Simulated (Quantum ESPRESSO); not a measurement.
# Dipole at the next field: 1T-SiSSe, 2 layers, AA stacking

**Set-up.** Quantum ESPRESSO 7.5, PBE, GBRV ultrasoft; sawtooth field along the normal with dipole correction, ions clamped, threshold 1e-9 Ry; cell area 9.851 Å².

| field (V/Å) | dipole (e Å a cell) |
| --- | --- |
| 0 | −0.03060 |
| 0.1 | 0.02371 |
| 0.2 | 0.07857 |

One more run was made and is withheld. What is the dipole at 0.4 V/Å, and what electrostatic thickness 4πα/A follows from the rows?

**Worked estimate.** The slope is (0.07857 − (−0.03060))/0.2 = 0.5458 e Å²/V, so 4πα/A = 180.95 × 0.5458/9.851 = 10.03 Å. Linear response gives p = −0.03060 + 0.5458 × (0.4) = 0.18774 e Å; a parabola through the three rows gives 0.18994.

**The withheld run.** p = 0.18975 e Å. The line misses by 0.9 % of the induced dipole and the parabola by 0.1 %. The response is linear over this range.

Caveats: Electrons alone respond; local and semilocal functionals tend to overscreen.
